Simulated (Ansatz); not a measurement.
# Arsenene bilayer (AB) in a perpendicular field, part 3 of 3

Aim: how the arsenene bilayer (AB) screens a field along its normal, and what the field does to its bands. A positive field points along +c.

Ansatz 0.2.0; plane-wave DFT, PBE-D3(BJ), Ansatz PAW.

So far, gap along the path (eV): step 3 (atoms held, field 0) 0.111; step 5 (field -0.1 V/Å) 0.111; step 6 (field 0.2 V/Å) 0.111; step 7 (field -0.2 V/Å) 0.111; step 8 (field 0.35 V/Å) 0.112.

## 9. Response, atoms held

This step: plane-wave DFT, PBE-D3(BJ), Ansatz PAW; response to a field along the normal, atoms held (Ansatz 0.2.0).

The dipoles give the slope, and the difference of two potentials shows where the field is screened.

This step gave:

| Property | Result |
| --- | --- |
| equivalent conductor thickness p/(ε₀AE) | 7.443 Å |
| distance between the outer atoms | 4.926 Å |

Dipole of the cell against applied field:

```
applied field (V/Å)  dipole of the cell (e·Å)
             -0.200                   -0.0960
             -0.100                   -0.0480
              0.000                    2.1e-6
              0.100                    0.0480
              0.200                    0.0960
              0.350                     0.168
```

Local field over the applied field, running mean. From the potentials at -0.1 and 0.1 V/Å; running mean over 2.5 Å. Local field over applied field against z:

```
z (Å)  local field over applied field
  4.5                           0.996
  5.0                           0.990
  5.5                           0.976
  6.0                           0.943
  6.5                           0.872
  7.0                           0.747
  7.5                           0.583
  8.0                           0.409
  8.5                           0.242
  9.0                           0.108
  9.5                          0.0381
 10.0                          0.0178
 10.5                          0.0185
 11.0                          0.0280
 11.5                          0.0347
 12.0                          0.0262
 12.5                          0.0177
 13.0                          0.0191
 13.5                          0.0444
 14.0                           0.125
 14.5                           0.266
 15.0                           0.435
 15.5                           0.609
 16.0                           0.769
 16.5                           0.886
 17.0                           0.949
 17.5                           0.979
 18.0                           0.992
 18.5                           0.997
```

Electrons, planar mean, per unit field. The induced electron density by z:

```
z (Å)  induced electron density (e/Å³ per V/Å)
  4.5                                   1.8e-5
  5.0                                   4.6e-5
  5.5                                   1.2e-4
  6.0                                   2.9e-4
  6.5                                   6.7e-4
  7.0                                  0.00148
  7.5                                  0.00275
  8.0                                  0.00326
  8.5                                  0.00138
  9.0                                   7.4e-4
  9.5                                   6.7e-4
 10.0                                  -1.7e-4
 10.5                                  -6.4e-4
 11.0                                  -2.3e-4
 11.5                                   2.8e-5
 12.0                                   2.5e-4
 12.5                                   6.7e-4
 13.0                                   3.0e-6
 13.5                                  -6.6e-4
 14.0                                  -8.2e-4
 14.5                                 -0.00165
 15.0                                 -0.00332
 15.5                                 -0.00256
 16.0                                 -0.00133
 16.5                                  -5.9e-4
 17.0                                  -2.5e-4
 17.5                                  -1.0e-4
 18.0                                  -4.0e-5
 18.5                                  -1.5e-5
```

The smaller of the gaps on the path and on the k-mesh, counted as 0 under 0.03 eV. Gap against applied field:

```
applied field (V/Å)  gap (eV)
             -0.200     0.111
             -0.100     0.111
              0.000     0.111
              0.100     0.111
              0.200     0.111
              0.350     0.112
```

By hand: between -0.1 and 0.1 V/Å the dipole changes by 0.09593 e·Å, a slope of 0.4797 e·Å²/V. A perfect conductor of thickness t has p = ε₀AEt, so t = 180.95 × 0.4797 / 11.661 = 7.44 Å (e/ε₀ = 180.95 V·Å, A in Å²).

The induced dipole is that of a conductor 7.44 Å thick.

## 10. Varying the input: scf.algorithm = "direct_min"

This step: plane-wave DFT, PBE-D3(BJ), Ansatz PAW (Ansatz 0.2.0).

A run with a changed input: it repeats the earlier run at 0.1 V/Å with scf.algorithm to direct_min.

File input.yaml:

```yaml
crystal:
  lattice:
    - [3.6694493363, 0.0, 0.0]
    - [-1.8347246682, 3.1778363431, 0.0]
    - [0.0, 0.0, 22.9258708419]
  atoms:
    - { symbol: As, position: [0.6666666667, 0.3333333333, 0.3925696024] }
    - { symbol: As, position: [0.3333333333, 0.6666666667, 0.4512700261] }
    - { symbol: As, position: [0.0, 0.0, 0.5487299739] }
    - { symbol: As, position: [0.6666666667, 0.3333333333, 0.6074303976] }
kpoints:
  mp_grid: { grid: [18, 18, 1] }
  band_path:
    path: [[0, 0, 0], [0.5, 0, 0], [0.33333333, 0.33333333, 0], [0, 0, 0]]
    npoints: 16
hamiltonian:
  xc: pbe
  dispersion: d3bj
scf:
  occupations: { method: fermi_dirac, width: 0.05 }
  convergence: { dr2_threshold: 1.0e-10 }
  algorithm: direct_min
efield:
  axis: 3
  dipole_correction: true
  ramp_position: 0.97
  ramp_width: 0.06
  amplitude: 0.1
output:
  write_potential: true
  write_density: true
  volumetric_format: npy
```

The run is started by

```sh
ansatz run input.yaml --threads 4 --pin off --max-ram 6144MiB --backend cpu --events-out ev --progress --plain --runs-dir out
```

Log:

```text
[...]
Crystal: 4 atoms, lattice volume = 267.337 Å³
Basis set: ecut = 420 eV, 5225 PW (Γ)
Bands: 36, of which v1, the nominal top of the filled ones, is band 30 counted from 1 (29 counted from 0)
Symmetry: 6 space group operations
k-points: 37 of 324 (time reversal used)
[...]
SCF iter  10: F=-19425.664286 eV  HF=-19425.664286 eV  |F-HF|=2.18e-11  |Δ(HF+E_count)|=  6.33e-10  Δρ=4.34e-8  dr2=1.89e-11  ethr=4.45e-12  p=0.048 e·Å  D=3.25e-2 V/Å  ΔV_dip=-0.74 eV  dr2_dipole=9.52e-13  V_vac-E_F(+/−)=4.79/3.45 eV  ⟨swp⟩=2.4  Hψ=2464  notcnv=0
SCF 1 converged in 10 iterations: F = -19425.664286 eV  dr2 = 1.89e-11
[...]
SCF converged after 10 iterations
Stability not checked: this state was not tested for a lower state beside it, because a direct minimisation reached the state, and no test of it is asked (direct_minimisation; see scf.lower_state_search)
Free energy (F): -19425.664286 eV
[...]
Internal energy: -19425.660446 eV  (E = F + TS)
E sigma→0 (E₀):  -19425.662366 eV
Entropy (-TS):   -0.003840 eV (-0.960 meV/atom)
Fermi energy:    0.722389 eV
Dipole field:    D = 0.032466 V/Å  (p = 0.047965 e·Å, saw-weighted, corrected)
Work function:   not extracted (applied field tilts the vacuum); planar V_es + V_field profile in the machine report
[...]
--- Band table (eV; the first three rows and the last of 37) ---
  k-point 0: bands = [... 26 lower, -0.9828, -0.7967, -0.7967, 0.2675, 0.8703, 2.1519, 2.1519, 2.7552, ... 2 higher]
  k-point 1: bands = [... 26 lower, -1.1485, -1.1231, -0.8323, 0.5350, 1.2717, 1.9117, 2.2447, 2.9732, ... 2 higher]
  k-point 2: bands = [... 26 lower, -1.4236, -1.3323, -0.9891, 0.5643, 1.4353, 2.4256, 2.4716, 2.7196, ... 2 higher]
  k-point 36: bands = [... 26 lower, -3.2295, -2.6310, -2.6245, -1.9166, 1.9249, 1.9337, 2.9807, 4.7489, ... 2 higher]
```

Elapsed: 82 s, on 4 threads of Arm Neoverse N1, shared host; peak memory 0.9 GiB; 5.3 min of CPU time.

This step gave:

```yaml
energy_at_zero_smearing: -19425.6624 eV
dipole_along_the_normal: 0.04797 e·Å
gap_along_the_path: 0.1108 eV
smallest_direct_gap_along_the_path: 0.6028 eV
gap_the_smaller_of_path_and_mesh: 0.1108 eV
```

Electronic bands along the path, in eV, zero at the Fermi level of the run, which the smearing sets inside the gap:

```
  point  band 27  band 28  band 29  band 30  band 31  band 32  band 33  band 34
      Γ    -1.71    -1.52    -1.52    -0.45     0.15     1.43     1.43     2.03
halfway    -3.00    -2.37    -2.20    -1.33     0.48     1.76     2.22     2.49
      M    -3.73    -3.42    -3.03    -1.90     0.26     1.07     1.68     2.16
halfway    -4.18    -4.05    -2.81    -2.01     0.73     1.83     1.88     2.96
      K    -3.95    -3.35    -3.35    -2.64     1.20     1.21     2.26     4.03
halfway    -3.68    -3.53    -1.99    -1.03     0.88     1.90     2.36     2.54
      Γ    -1.71    -1.52    -1.52    -0.45     0.15     1.43     1.43     2.03
```

```
                               quantity  this run  earlier run  difference
          dipole along the normal (e·Å)   0.04797      0.04797     -9.4e-7
                gap along the path (eV)    0.1108       0.1108           0
smallest direct gap along the path (eV)    0.6028       0.6028           0
```

Nothing in the table moves by 0.01 in its unit (for the dipole 0.5 % and 5e-5 e·Å). The run took 10 SCF cycles against 11.

On this path the gap is indirect, 0.11 eV, with the valence top between K and Γ and the conduction bottom between Γ and M. The least direct gap is 0.60 eV.

## 11. The same run with other settings

An input spoilt on purpose, to show how the run answers: it repeats the earlier run at 0.1 V/Å with crystal.lattice to [[6.93425418, 0.0, 0.0], [-3.46712709, 6.00524028, 0.0], [0.0, 0.0, 43.3236165]], and scf.max_iter set to 100.

The cell differs from the one that the last finished run ended in (a 3.669 → 6.934 Å, b 3.669 → 6.934 Å, c 22.926 → 43.324 Å).

input.yaml, as its differences from that of step 10:

```diff
@@ -2,5 +2,5 @@
   lattice:
-    - [3.6694493363, 0.0, 0.0]
-    - [-1.8347246682, 3.1778363431, 0.0]
-    - [0.0, 0.0, 22.9258708419]
+    - [6.93425418, 0.0, 0.0]
+    - [-3.46712709, 6.00524028, 0.0]
+    - [0.0, 0.0, 43.3236165]
   atoms:
@@ -21,3 +21,3 @@
   convergence: { dr2_threshold: 1.0e-10 }
-  algorithm: direct_min
+  max_iter: 100
 efield:
```

Log:

```text
[...]
Crystal: 4 atoms, lattice volume = 1804.076 Å³
Basis set: ecut = 420 eV, 35311 PW (Γ)
Bands: 36, of which v1, the nominal top of the filled ones, is band 30 counted from 1 (29 counted from 0)
Symmetry: 6 space group operations
k-points: 37 of 324 (time reversal used)
[...]
SCF iter   1: F=—  HF=-19410.298144 eV  |F-HF|=—  |Δ(HF+E_count)|=         —  Δρ=2.30e-2  dr2=2.36e2  ethr=1.77e-3  p=-0.000 e·Å  D=-1.37e-7 V/Å  ΔV_dip=0.00 eV  dr2_dipole=5.75e1  V_vac-E_F(+/−)=7.17/3.91 eV  ⟨swp⟩=6.0  Hψ=4290  notcnv=0
[...]
SCF iter   2: F=—  HF=-19409.262921 eV  |F-HF|=—  |Δ(HF+E_count)|=    1.04e0  Δρ=1.40e-2  dr2=3.32e1  ethr=1.77e-3  p=0.332 e·Å  D=3.33e-2 V/Å  ΔV_dip=-1.44 eV  dr2_dipole=6.45e0  V_vac-E_F(+/−)=6.45/4.63 eV  ⟨swp⟩=8.0  Hψ=8146  notcnv=0  defer=43
automatic band count: the SCF goes on with 42 bands, as 36 were too few: the levels above may hold too much charge
SCF iter   3: F=—  HF=-19408.835855 eV  |F-HF|=—  |Δ(HF+E_count)|=   4.27e-1  Δρ=5.11e-3  dr2=7.57e0  ethr=1.77e-3  p=0.278 e·Å  D=2.79e-2 V/Å  ΔV_dip=-1.21 eV  dr2_dipole=1.91e0  V_vac-E_F(+/−)=6.60/4.55 eV  ⟨swp⟩=2.1  Hψ=2023  notcnv=0  defer=59
[...]
SCF iter  19: F=-19408.775582 eV  HF=-19408.775582 eV  |F-HF|=7.28e-12  |Δ(HF+E_count)|=  4.73e-11  Δρ=9.44e-9  dr2=5.51e-12  ethr=1.00e-12  p=0.242 e·Å  D=2.43e-2 V/Å  ΔV_dip=-1.05 eV  dr2_dipole=1.03e-13  V_vac-E_F(+/−)=6.70/4.49 eV  ⟨swp⟩=16.5  Hψ=4182  notcnv=0
SCF 1 converged in 19 iterations: F = -19408.775582 eV  dr2 = 5.51e-12
[...]
SCF converged after 19 iterations
Free energy (F): -19408.775582 eV
[...]
Internal energy: -19408.674946 eV  (E = F + TS)
E sigma→0 (E₀):  -19408.725264 eV
Entropy (-TS):   -0.100636 eV (-25.159 meV/atom)
Fermi energy:    -4.547738 eV
Dipole field:    D = 0.024315 V/Å  (p = 0.242421 e·Å, saw-weighted, corrected)
Work function:   not extracted (applied field tilts the vacuum); planar V_es + V_field profile in the machine report
[...]
--- Band table (eV; the first three rows and the last of 37) ---
  k-point 0: bands = [... 26 lower, -4.6891, -4.6673, -4.6673, -4.6534, -4.5058, -4.3961, -4.3567, -4.3567, ... 8 higher]
  k-point 1: bands = [... 26 lower, -4.6924, -4.6746, -4.6698, -4.6547, -4.4956, -4.3996, -4.3548, -4.3479, ... 8 higher]
  k-point 2: bands = [... 26 lower, -4.7016, -4.6902, -4.6770, -4.6618, -4.4730, -4.4001, -4.3494, -4.3374, ... 8 higher]
  k-point 36: bands = [... 26 lower, -4.8234, -4.7830, -4.7763, -4.7696, -4.3347, -4.3337, -4.3283, -4.2809, ... 8 higher]
```

Elapsed: 5 min, on 4 threads; peak memory 3.9 GiB; 19 min of CPU time.

```
                               quantity  this run  earlier run  difference
          dipole along the normal (e·Å)    0.2424      0.04797        0.19
                gap along the path (eV)    0.1476       0.1108       0.037
smallest direct gap along the path (eV)    0.1476       0.6028       -0.46
```

What moves beyond 0.01 in its unit (for the dipole 0.5 % and 5e-5 e·Å): dipole along the normal (+0.194 e·Å), smallest direct gap along the path (-0.455 eV) and gap along the path (+0.0368 eV).

The fault (a lattice typed in bohr) shows in the results, which are not taken further.

## 12. What came out

* gap without field: 0.111 eV
* ionisation energy, upper face: 4.19 eV
* electron affinity, upper face: 4.08 eV
* equivalent conductor thickness, atoms held: 7.44 Å

In words: The induced dipole equals that of a perfect conductor 7.44 Å thick, while the outer atoms lie 4.93 Å apart; an out-of-plane ε follows only once a thickness t is chosen, by 1 − 1/ε = 7.44 Å / t. The gap stays within 0.01 eV of 0.11 eV over the fields run, up to 0.35 V/Å in size. Semilocal functionals give gaps that are too small, and excitons are not included. Spin-orbit coupling is left out.

[Long decimals in the printed logs are rounded to 6 places.]

[Logs are printed without paths, hosts, clocks, repeated set-up lines and the standing remarks that a program may print on its own settings, such as how far it seeks lower states.]

[Hosts, paths, dates, database ids (printed as entryN), source tags and the programs' standing remarks are cut or masked in the printed files.]

[Maps of the electrostatic potential energy from Ansatz leave out the sawtooth potential of an applied field or a dipole correction, so their vacuum need not be flat; planar profiles and work functions include it.]
